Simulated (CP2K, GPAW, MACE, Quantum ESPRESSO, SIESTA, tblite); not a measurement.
# Which site? As in place of Ge in amorphous Ge at 4.54 g/cm^3 (72 atoms), by several methods

At which of several sites of amorphous Ge at 4.54 g/cm^3 (72 atoms) does As in place of Ge cost least, and do cheaper methods find the same site as plane waves?

Results are calculated, not measured.

### Step 1. The cell

The cell holds 72 atoms (72 Ge), with edges of 12.41, 12.41 and 12.41 Å. Recipe: 72 atoms (72 Ge) placed at random at 4.54 g/cm³, melted at 3500 K for 10 ps at fixed volume with the Tersoff potential (Tersoff, Phys. Rev. B 39, 5566 (1989)). Quenched from 3500 K to 300 K at 20 K/ps and fixed volume, annealed at 800 K for 20 ps, held 5 ps, then minimised at fixed cell. Then the atoms were relaxed with MACE MPA-0 medium in the fixed cell.

### Step 2. The reference input

Quantum ESPRESSO 7.5: Kohn-Sham DFT, PBE, SSSP efficiency 1.3.0 pseudopotentials, plane waves. Its input, pw.in, for the unchanged cell:

```
&control
  calculation = 'scf'
  pseudo_dir = './pseudo'
  outdir = './tmp'
  disk_io = 'none'
  tprnfor = .true.
  tstress = .true.
/
&system
  ibrav = 0
  nat = 72
  ntyp = 1
  ecutwfc = 45
  ecutrho = 360
  nosym = .true.
  occupations = 'smearing'
  smearing = 'fd'
  degauss = 0.003675
/
&electrons
  conv_thr = 3.6e-07
  electron_maxstep = 100
  mixing_beta = 0.2
  mixing_mode = 'local-TF'
  diagonalization = 'david'
/
ATOMIC_SPECIES
Ge 72.630 Ge.upf
CELL_PARAMETERS angstrom
12.40860 0.00000 0.00000
0.00000 12.40860 0.00000
0.00000 0.00000 12.40860
ATOMIC_POSITIONS crystal
Ge 0.31582 0.12371 0.67751
Ge 0.74293 0.22652 0.92668
Ge 0.17152 0.11328 0.28600
Ge 0.48755 0.73577 0.04789
[... 66 atom lines left out ...]
Ge 0.26814 0.92944 0.70024
Ge 0.61630 0.91720 0.80346
K_POINTS gamma
```

```console
$ OMP_NUM_THREADS=1 mpirun -np 4 pw.x -in pw.in > output.txt
```

Elapsed: 6.4 min, on 4 MPI ranks of Arm Neoverse V2, shared host; peak memory 6 GiB; 26 min of CPU time.

It converged with an r.m.s. force component of 0.14 eV/Å and a pressure of -2.3 GPa.

### Step 3. The levels

The levels share the cells and solve them as single points, though not every level runs every cell. CPU time is summed over a level's finished runs, on a host shared with the other runs, so it is rough; the force column is the median over cells of the r.m.s. difference of force components from the reference.

| level | basis or training data | k-points | spin | runs finished | CPU time | peak memory (GiB) | force difference (meV/Å) |
| --- | --- | --- | --- | --- | --- | --- | --- |
| QE, PBE | plane waves, SSSP efficiency, 45/360 Ry | Γ | some cells | 4 of 4 | 2.9 h | 6.5 | reference |
| CP2K double zeta, PBE | DZVP-UZH, GTH-PBE potentials, 350 Ry | Γ | yes | 3 of 3 | 26 min | 5.5 | 31 |
| GPAW dzp, PBE | dzp orbitals, PAW, h 0.18 Å | Γ | no | 3 of 3 | 42 min | 4.8 | 43 |
| SIESTA DZP, PBE | DZP orbitals, shift 0.01 Ry, mesh 300 Ry | Γ | yes | 3 of 3 | 46 min | 2.3 | 120 |
| CP2K double zeta, LDA | DZVP-MOLOPT-SR, GTH-PADE potentials, 350 Ry | Γ | yes | 3 of 3 | 9.1 min | 3.8 | 96 |
| tblite GFN1-xTB | tight binding with its own dispersion term | Γ | - | 1 of 3 | 6.2 s | 0.15 | 172 |
| MACE MP-0b3 medium | trained on PBE(+U) plane-wave data | - | - | 4 of 4 | 26 s | 0.79 | 154 |
| MACE MPA-0 medium | trained on PBE(+U) plane-wave data | - | - | 4 of 4 | 26 s | 0.79 | 141 |

Runs without a converged result: tblite GFN1-xTB, 2 single points (refused). A level enters a table below only where it finished every cell that the table needs.

The reference's own r.m.s. force component runs from 138 to 145 meV/Å over these cells. MACE MPA-0 medium relaxed the atoms, so in the cells that it relaxed its own forces are small, and its entry isn't an independent test there.

### Step 4. The sites

Each changed cell was relaxed with MACE MPA-0 medium before the single points. Neighbours are the site's nearest atoms before the change.

```
site  nearest atoms  their mean distance (Å)  atoms within 6 Å  largest move on relaxing (Å)  longest force left in the reference (eV/Å)
Ge58            Ge5                     2.69                26                          0.22                                        0.48
Ge40            Ge3                     2.53                36                          0.14                                        0.45
Ge21            Ge4                     2.61                35                          0.07                                        0.49
```

### Step 5. Site energies

All changed cells hold the same atoms, so within one level their energies compare with no chemical potential. Energies in eV, less that of Ge58, the reference's cheapest site; the last column is the largest deviation from the reference once each row's mean is taken off.

```
                level  Ge58  Ge40  Ge21  cheapest  largest deviation
              QE, PBE  0.00  0.09  0.36      Ge58                  -
CP2K double zeta, PBE  0.00  0.09  0.35      Ge58               0.01
        GPAW dzp, PBE  0.00  0.09  0.34      Ge58               0.02
      SIESTA DZP, PBE  0.00  0.08  0.25      Ge58               0.07
CP2K double zeta, LDA  0.00  0.13  0.40      Ge58               0.03
   MACE MP-0b3 medium  0.00  0.09  0.04      Ge58               0.21
    MACE MPA-0 medium  0.00  0.03  0.13      Ge58               0.13
```

### Step 6. What came out

In the reference the cheapest site is Ge58 (Ge5) and the dearest Ge21 (Ge4), 0.36 eV higher. All 6 other levels pick the same cheapest site, and 5 give the whole order. The two cheapest sites lie only 0.088 eV apart in the reference, so their order is fragile.

CP2K double zeta, PBE follows the reference most closely (0.01 eV at worst) and MACE MP-0b3 medium least (0.21 eV). The other programs at PBE deviate by 0.07 eV at most, the learned potentials by 0.13 to 0.21 eV.

Caveats: The geometries are those of MACE MPA-0 medium; forces of up to 0.49 eV/Å remain in the reference, so relaxing in DFT would lower the energies, by amounts that can differ from site to site. For MACE MPA-0 medium alone these are relaxed energies. Defects interact with their periodic images. Only 3 of the 72 Ge sites are compared. The DFT levels differ in their treatment of spin in the changed cells (see the table of levels), which enters their differences. Learned potentials don't solve for electrons, so the charge or spin state of a defect can't be set in them. The quench rate of 20 K/ps is many orders above laboratory rates, so the cell is likely richer in defects and strain than a real sample. The reference samples only Γ, in a cell whose shortest periodic width is 12 Å. The reference isn't exact: its cutoffs and mesh weren't converged further here. SIESTA's automatically made basis is far from complete, and its potentials were converted by us (checked for H, C, O, Si, Ge and Ca alone). Spin–orbit coupling is left out. Where levels are smeared, the DFT runs use Fermi–Dirac occupations at 580 K (0.05 eV), and energies are free energies.

[Logs are printed without paths, hosts, clocks, repeated set-up lines and the standing remarks that a program may print on its own settings, such as how far it seeks lower states.]

[Hosts, paths, dates, database ids (printed as entryN), source tags and the programs' standing remarks are cut or masked in the printed files.]
